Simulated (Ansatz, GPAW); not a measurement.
# Cutoff, mesh and smearing for a 8-layer slab of Ta(100), part 2 of 3

Wanted: a convergence study on the slab a 8-layer slab of Ta(100).

GPAW 26.7.0 and Ansatz 0.2.0; Ansatz plane waves; slab in vacuum with a dipole correction, relaxation (the session's first sound run).

So far, upper work function (eV): step 2 (relaxation) 3.80.

## 3. Plane waves, PBE

The work function is the vacuum plateau of the electrostatic potential less the Fermi level; a dipole layer lets the two faces have plateaus of their own.

This step: GPAW, PAW setups; slab in vacuum (GPAW 26.7.0).

run.py

```python
import json
import numpy as np
from ase import Atoms
from gpaw import GPAW, PW

slab = Atoms(
    ['Ta', 'Ta', 'Ta', 'Ta', 'Ta', 'Ta', 'Ta', 'Ta'],
    positions=[
        [1.65500, 1.65500, 7.00000],
        [0.00000, 0.00000, 8.65500],
        [1.65500, 1.65500, 10.31000],
        [0.00000, 0.00000, 11.96500],
        [1.65500, 1.65500, 13.60516],
        [-0.00000, 0.00000, 15.30993],
        [1.65500, 1.65500, 16.97520],
        [-0.00000, 0.00000, 18.43334]],
    cell=[[3.31, 0.0, 0.0], [0.0, 3.31, 0.0], [0.0, 0.0, 25.585]],
    pbc=[True, True, False])

slab.calc = GPAW(mode=PW(400), xc='PBE', kpts={'size': (10, 10, 1), 'gamma': True},
                 occupations={'name': 'fermi-dirac', 'width': 0.1}, nbands='140%',
                 convergence={'density': 1e-05}, maxiter=200,
                 poissonsolver={'dipolelayer': 'xy'},
                 symmetry={'tolerance': 1e-3}, txt='slab.txt')
result = {}
energy = slab.get_potential_energy()
fermi = slab.calc.get_fermi_level()
v = slab.calc.get_electrostatic_potential().mean((0, 1)) - fermi
n = slab.calc.get_pseudo_density().mean((0, 1))
L = slab.cell[2, 2]
z = np.arange(len(v)) * L / len(v)
low, high = slab.positions[:, 2].min(), slab.positions[:, 2].max()
below, above = np.interp([low - 4.8, high + 4.8], z, v)
slopes = [np.interp(x, z, np.gradient(v, z)) for x in (low - 4.8, high + 4.8)]
eps = np.array([[slab.calc.get_eigenvalues(k, s) for k in range(len(slab.calc.get_ibz_k_points()))]
                for s in range(slab.calc.get_number_of_spins())]) - fermi
top, bottom = eps[eps < 0].max(), eps[eps > 0].min()
dipole = slab.get_dipole_moment()[2]
print(f'energy {energy:.4f} eV, Fermi level {fermi:.4f} eV, dipole {dipole:.5f} e A')
print(f'potential 4.8 A off the faces, from the Fermi level: lower {below:.4f} eV, upper {above:.4f} eV')
print(f'slope of the potential there: lower {slopes[0]:.5f}, upper {slopes[1]:.5f} eV/A')
print(f'nearest levels on the mesh: {top:.4f} and {bottom:.4f} eV')
print('magnetic moment', round(slab.get_magnetic_moment(), 3))
result.update(energy=energy, fermi=fermi, dipole=dipole, below=below, above=above, slopes=slopes, edges=[top, bottom],
              z=z.tolist(), v=v.tolist(), n=n.tolist(), positions=slab.positions.tolist(),
              forces=slab.get_forces(apply_constraint=False).tolist(), moments=slab.get_magnetic_moments().tolist())
json.dump(result, open('result.json', 'w'))
```

Run with:

```sh
$ OMP_NUM_THREADS=1 OPENBLAS_NUM_THREADS=1 python run.py
```

Output:

```text
energy -75.3276 eV, Fermi level 4.4178 eV, dipole 0.01124 e A
potential 4.8 A off the faces, from the Fermi level: lower 3.9900 eV, upper 3.8024 eV
slope of the potential there: lower -0.00363, upper 0.00341 eV/A
nearest levels on the mesh: -0.0116 and 0.0041 eV
magnetic moment 0.0
```

Run time: 4.3 min. Hardware: 1 thread of Intel Xeon at 2.70GHz, shared host; peak memory 0.35 GiB.

This step gave:

| Item | Value |
| --- | --- |
| dipole along the normal | 0.01124 e·Å |
| levels nearest the Fermi level on the mesh | -0.01161, 0.004103 eV from the Fermi level |
| upper work function | 3.802 eV |
| lower work function | 3.990 eV |

The electrostatic potential energy of an electron (without an applied field's), less the Fermi level, planar mean oscillates, so the rows of the table below give means over windows of 1.6 Å about each position, cut where the curve ends. Its maxima inside the range that stand out by 2 % of the span (Å: eV): 7.9: -6.96, 9.5: -6.86, 11.1: -6.86, 12.8: -6.93, 14.5: -6.19, 16.1: -6.81, 17.7: -9.95. Its minima: 7.0: -17.6, 8.6: -17.2, 10.3: -17.1, 11.9: -17.0, 13.6: -17.0, 15.4: -17.2, 17.0: -17.4, 18.4: -17.8.

The electrostatic potential energy of an electron (without an applied field's), less the Fermi level, planar mean by z; means over each step:

z (Å), electrostatic potential energy of an electron (without an applied field's), less the Fermi level, planar mean (eV) and a bar from the least value:
```
     0.80        4.0 ##############################
     2.40        4.0 ##############################
     4.00        3.9 ##############################
     5.60        0.7 ########################
     7.20      -12.0 #
     8.80      -12.0 #
    10.40      -11.9 #
    12.00      -11.9 #
    13.60      -11.8 #
    15.20      -11.8 #
    16.80      -12.3 
    18.40      -12.5 
    20.00        1.6 ##########################
    21.60        3.7 ##############################
    23.20        3.8 ##############################
    24.80        3.8 ##############################
```

The pseudo valence density, planar mean oscillates, so the rows of the table below give means over windows of 1.71 Å about each position, cut where the curve ends. Its maxima inside the range that stand out by 2 % of the span (Å: e/Å³): 7.0: 1.09, 8.7: 1.09, 10.2: 1.10, 11.9: 1.12, 13.6: 1.11, 15.4: 1.11, 17.1: 1.12, 18.3: 1.09. Its minima: 7.9: 0.424, 9.4: 0.422, 11.1: 0.410, 12.8: 0.415, 14.5: 0.385, 16.2: 0.409, 17.7: 0.526.

Table of pseudo valence density, planar mean by z; means over each step:

```tsv
z (Å)	pseudo valence density, planar mean (e/Å³)
0.85	4.1e-6
2.56	1.6e-4
4.28	0.00547
5.98	0.248
7.70	0.722
9.41	0.727
11.12	0.728
12.82	0.736
14.54	0.699
16.25	0.726
17.96	0.805
19.66	0.151
21.38	0.00326
23.09	9.0e-5
```

Force by atom:

```tsv
atom	x (eV/Å)	y (eV/Å)	z (eV/Å)	size
Ta1	0.00	0.00	1.27	1.27
Ta2	0.00	0.00	-1.27	1.27
Ta3	0.00	0.00	-0.37	0.37
Ta4	0.00	0.00	0.34	0.34
Ta5	0.00	0.00	0.01	0.01
Ta6	0.00	0.00	-0.01	0.01
Ta7	0.00	0.00	-0.02	0.02
Ta8	0.00	0.00	0.04	0.04
```

The potential is flat to 0.004 eV/Å where it is read, so the vacuum is wide enough. The geometry is the other program's minimum; here the largest force on a free atom is 0.044 eV/Å.

## 4. Cutoff 200

The cutoff limits how sharply the smooth valence waves can vary, which tells mostly near the atoms.

run.py: that of step 3 with these lines changed.

```diff
@@ -19,3 +19,3 @@
 
-slab.calc = GPAW(mode=PW(400), xc='PBE', kpts={'size': (10, 10, 1), 'gamma': True},
+slab.calc = GPAW(mode=PW(200), xc='PBE', kpts={'size': (10, 10, 1), 'gamma': True},
                  occupations={'name': 'fermi-dirac', 'width': 0.1}, nbands='140%',
```

Output:

```text
energy -72.1407 eV, Fermi level 4.4351 eV, dipole 0.01105 e A
potential 4.8 A off the faces, from the Fermi level: lower 4.0036 eV, upper 3.8141 eV
slope of the potential there: lower -0.00463, upper 0.00394 eV/A
nearest levels on the mesh: -0.0009 and 0.0061 eV
magnetic moment 0.0
```

It took 2.5 min on 1 thread; peak memory 0.21 GiB.

The run finished. A setting was moved off its sound value on purpose, so it serves as a test and not as the result.

The fault put into the input: a cutoff under that of the base run: the energy of the cell lies 3.2 eV from the base value (ecut = 200).

The two runs compared:

```tsv
quantity	this run	sound run	difference
dipole along the normal (e·Å)	0.011047	0.011240	-1.9e-4
upper work function (eV)	3.8141	3.8024	0.0117
lower work function (eV)	4.0036	3.9900	0.0136
```

## 5. Cutoff 300

The cutoff limits how sharply the smooth valence waves can vary, which tells mostly near the atoms.

run.py: that of step 4 with these lines changed.

```diff
@@ -19,3 +19,3 @@
 
-slab.calc = GPAW(mode=PW(200), xc='PBE', kpts={'size': (10, 10, 1), 'gamma': True},
+slab.calc = GPAW(mode=PW(300), xc='PBE', kpts={'size': (10, 10, 1), 'gamma': True},
                  occupations={'name': 'fermi-dirac', 'width': 0.1}, nbands='140%',
```

Output:

```text
energy -74.8457 eV, Fermi level 4.4214 eV, dipole 0.01125 e A
potential 4.8 A off the faces, from the Fermi level: lower 3.9939 eV, upper 3.8062 eV
slope of the potential there: lower -0.00372, upper 0.00356 eV/A
nearest levels on the mesh: -0.0133 and 0.0008 eV
magnetic moment 0.0
```

Run time: 3.4 min. Hardware: 1 thread; peak memory 0.27 GiB.

The run finished. A setting was moved off its sound value on purpose, so it serves as a test and not as the result.

The fault put into the input: a cutoff under that of the base run: the energy of the cell lies 0.48 eV from the base value (ecut = 300).

The two runs compared:

```tsv
quantity	this run	sound run	difference
dipole along the normal (e·Å)	0.011245	0.011240	4.8e-6
upper work function (eV)	3.8062	3.8024	0.00376
lower work function (eV)	3.9939	3.9900	0.00388
```

## 6. Cutoff 700: ecut = 700

The cutoff limits how sharply the smooth valence waves can vary, which tells mostly near the atoms.

run.py: that of step 5 with these lines changed.

```diff
@@ -19,3 +19,3 @@
 
-slab.calc = GPAW(mode=PW(300), xc='PBE', kpts={'size': (10, 10, 1), 'gamma': True},
+slab.calc = GPAW(mode=PW(700), xc='PBE', kpts={'size': (10, 10, 1), 'gamma': True},
                  occupations={'name': 'fermi-dirac', 'width': 0.1}, nbands='140%',
```

Output:

```text
energy -75.4001 eV, Fermi level 4.4177 eV, dipole 0.01124 e A
potential 4.8 A off the faces, from the Fermi level: lower 3.9901 eV, upper 3.8023 eV
slope of the potential there: lower -0.00360, upper 0.00338 eV/A
nearest levels on the mesh: -0.0117 and 0.0039 eV
magnetic moment 0.0
```

The job ended after 13 min (1 thread; peak memory 0.64 GiB).

This step gave:

* levels nearest the Fermi level on the mesh: -0.01168, 0.003852 eV from the Fermi level

The electrostatic potential energy of an electron (without an applied field's), less the Fermi level, planar mean oscillates, so the rows of the table below give means over windows of 1.68 Å about each position, cut where the curve ends. Its maxima inside the range that stand out by 2 % of the span (Å: eV): 7.8: -6.88, 9.5: -6.89, 11.1: -6.79, 12.8: -6.93, 14.5: -6.14, 16.2: -6.73, 17.7: -9.97. Its minima: 7.0: -17.5, 8.6: -17.2, 10.3: -17.2, 12.0: -17.0, 13.6: -17.1, 15.4: -17.2, 17.0: -17.4, 18.4: -17.8.

The electrostatic potential energy of an electron (without an applied field's), less the Fermi level, planar mean by z; means over each step:

```tsv
z (Å)	electrostatic potential energy of an electron (without an applied field's), less the Fermi level, planar mean (eV)
0.84	3.98
2.52	3.99
4.20	3.80
5.88	-1.78
7.56	-12.0
9.24	-11.9
10.92	-11.8
12.60	-11.9
14.28	-11.3
15.96	-11.8
17.64	-14.2
19.32	-4.39
21.00	3.52
22.68	3.80
24.36	3.80
```

The pseudo valence density, planar mean oscillates, so the rows of the table below give means over windows of 1 Å about each position, cut where the curve ends. Its maxima inside the range that stand out by 2 % of the span (Å: e/Å³): 7.0: 1.09, 8.6: 1.12, 10.2: 1.10, 12.0: 1.12, 13.6: 1.12, 15.4: 1.11, 17.0: 1.14, 18.4: 1.11. Its minima: 7.8: 0.418, 9.4: 0.411, 11.2: 0.412, 12.8: 0.415, 14.4: 0.389, 16.2: 0.402, 17.7: 0.527.

Table of pseudo valence density, planar mean by z; means over each step:

```tsv
z (Å)	pseudo valence density, planar mean (e/Å³)
2	3.4e-5
3	2.8e-4
4	0.00230
5	0.0175
6	0.167
7	0.841
8	0.588
9	0.763
10	0.785
11	0.569
12	0.880
13	0.612
14	0.725
15	0.777
16	0.562
17	0.903
18	0.766
19	0.487
20	0.0407
21	0.00515
22	6.4e-4
23	7.8e-5
```

Force by atom:

```tsv
atom	x (eV/Å)	y (eV/Å)	z (eV/Å)	size
Ta1	0.00	0.00	1.27	1.27
Ta2	0.00	0.00	-1.27	1.27
Ta3	0.00	0.00	-0.37	0.37
Ta4	0.00	0.00	0.34	0.34
Ta5	0.00	0.00	0.01	0.01
Ta6	0.00	0.00	-0.01	0.01
Ta7	0.00	0.00	-0.02	0.02
Ta8	0.00	0.00	0.04	0.04
```

The upper face's work function is 3.802 eV, against 3.802 eV in the first plane-wave PBE run at this geometry.

## 7. K mesh 3×3

The mesh in the plane samples the bands: a metal's Fermi level needs it dense, and band edges must lie on it.

run.py: that of step 6 with these lines changed.

```diff
@@ -19,3 +19,3 @@
 
-slab.calc = GPAW(mode=PW(700), xc='PBE', kpts={'size': (10, 10, 1), 'gamma': True},
+slab.calc = GPAW(mode=PW(400), xc='PBE', kpts={'size': (3, 3, 1), 'gamma': True},
                  occupations={'name': 'fermi-dirac', 'width': 0.1}, nbands='140%',
```

Output:

```text
energy -75.0426 eV, Fermi level 4.3691 eV, dipole 0.01128 e A
potential 4.8 A off the faces, from the Fermi level: lower 4.1181 eV, upper 3.9299 eV
slope of the potential there: lower -0.00363, upper 0.00338 eV/A
nearest levels on the mesh: -0.0234 and 0.0130 eV
magnetic moment 0.0
```

The job ended after 53 s (1 thread; peak memory 0.23 GiB).

The run finished with changed settings (kpts = [3, 3]); it serves as a test.

Side by side:

```tsv
quantity	this run	sound run	difference
dipole along the normal (e·Å)	0.011278	0.011240	3.8e-5
upper work function (eV)	3.9299	3.8024	0.127
lower work function (eV)	4.1181	3.9900	0.128
```

One result that differs is the upper work function, 3.93 eV against 3.80 eV.

## 8. K mesh 6×6

The mesh in the plane samples the bands: a metal's Fermi level needs it dense, and band edges must lie on it.

run.py: that of step 7 with these lines changed.

```diff
@@ -19,3 +19,3 @@
 
-slab.calc = GPAW(mode=PW(400), xc='PBE', kpts={'size': (3, 3, 1), 'gamma': True},
+slab.calc = GPAW(mode=PW(400), xc='PBE', kpts={'size': (6, 6, 1), 'gamma': True},
                  occupations={'name': 'fermi-dirac', 'width': 0.1}, nbands='140%',
```

Output:

```text
energy -75.2523 eV, Fermi level 4.3972 eV, dipole 0.01049 e A
potential 4.8 A off the faces, from the Fermi level: lower 4.0016 eV, upper 3.8263 eV
slope of the potential there: lower -0.00354, upper 0.00328 eV/A
nearest levels on the mesh: -0.0167 and 0.0119 eV
magnetic moment 0.0
```

It took 2.5 min on 1 thread; peak memory 0.28 GiB.

The run finished with changed settings (kpts = [6, 6]); it serves as a test.

Side by side:

```tsv
quantity	this run	sound run	difference
dipole along the normal (e·Å)	0.010494	0.011240	-7.5e-4
upper work function (eV)	3.8263	3.8024	0.0239
lower work function (eV)	4.0016	3.9900	0.0115
```

## 9. K mesh 15×15: kpts = [15, 15]

The mesh in the plane samples the bands: a metal's Fermi level needs it dense, and band edges must lie on it.

run.py: that of step 8 with these lines changed.

```diff
@@ -19,3 +19,3 @@
 
-slab.calc = GPAW(mode=PW(400), xc='PBE', kpts={'size': (6, 6, 1), 'gamma': True},
+slab.calc = GPAW(mode=PW(400), xc='PBE', kpts={'size': (15, 15, 1), 'gamma': True},
                  occupations={'name': 'fermi-dirac', 'width': 0.1}, nbands='140%',
```

Output:

```text
energy -75.3127 eV, Fermi level 4.4162 eV, dipole 0.01116 e A
potential 4.8 A off the faces, from the Fermi level: lower 3.9922 eV, upper 3.8059 eV
slope of the potential there: lower -0.00362, upper 0.00339 eV/A
nearest levels on the mesh: -0.0047 and 0.0003 eV
magnetic moment 0.0
```

It took 8.2 min on 1 thread; peak memory 0.46 GiB.

Numbers from this step:

* dipole along the normal: 0.01116 e·Å
* levels nearest the Fermi level on the mesh: -0.004673, 2.82e-4 eV from the Fermi level
* upper work function: 3.806 eV
* lower work function: 3.992 eV

The upper face's work function is 3.806 eV, against 3.802 eV in the first plane-wave PBE run at this geometry.

## 10. Scheme Fermi-Dirac, smearing 0.01

Smearing changes the occupations near the Fermi level, and with them the level itself. Smearing helps the SCF of a metal converge, but it blurs occupations at band edges near the Fermi level.

run.py: that of step 9 with these lines changed.

```diff
@@ -19,4 +19,4 @@
 
-slab.calc = GPAW(mode=PW(400), xc='PBE', kpts={'size': (15, 15, 1), 'gamma': True},
-                 occupations={'name': 'fermi-dirac', 'width': 0.1}, nbands='140%',
+slab.calc = GPAW(mode=PW(400), xc='PBE', kpts={'size': (10, 10, 1), 'gamma': True},
+                 occupations={'name': 'fermi-dirac', 'width': 0.01}, nbands='140%',
                  convergence={'density': 1e-05}, maxiter=200,
```

Output:

```text
energy -75.3278 eV, Fermi level 4.3606 eV, dipole 0.01565 e A
potential 4.8 A off the faces, from the Fermi level: lower 4.0938 eV, upper 3.8334 eV
slope of the potential there: lower -0.00372, upper 0.00338 eV/A
nearest levels on the mesh: -0.0010 and 0.0013 eV
magnetic moment 0.0
```

The job ended after 4.8 min (1 thread; peak memory 0.35 GiB).

This step gave:

```yaml
dipole_along_the_normal: 0.01565 e·Å
levels_nearest_the_fermi_level_on_the_mesh: -9.80e-4, 0.001312 eV from the Fermi level
upper_work_function: 3.833 eV
lower_work_function: 4.094 eV
```

The upper face's work function is 3.833 eV, against 3.802 eV in the first plane-wave PBE run at this geometry.

## 11. Cost and result by level

Times are for 1 thread of Intel Xeon at 2.70GHz, shared host. Results by setting:

```tsv
no.	run	upper work function (eV)	lower work function (eV)	time	memory (GiB)
1	pw	3.802	3.990	4.3 min	0.35
2	cutoff 700	3.802	3.990	13 min	0.64
3	k mesh 15×15	3.806	3.992	8.2 min	0.46
4	scheme Fermi-Dirac, smearing 0.01	3.833	4.094	4.8 min	0.35
```

[end of part 2 of 3]

[Logs are printed without paths, hosts, clocks, repeated set-up lines and the standing remarks that a program may print on its own settings, such as how far it seeks lower states.]

[Hosts, paths, dates, database ids (printed as entryN), source tags and the programs' standing remarks are cut or masked in the printed files.]
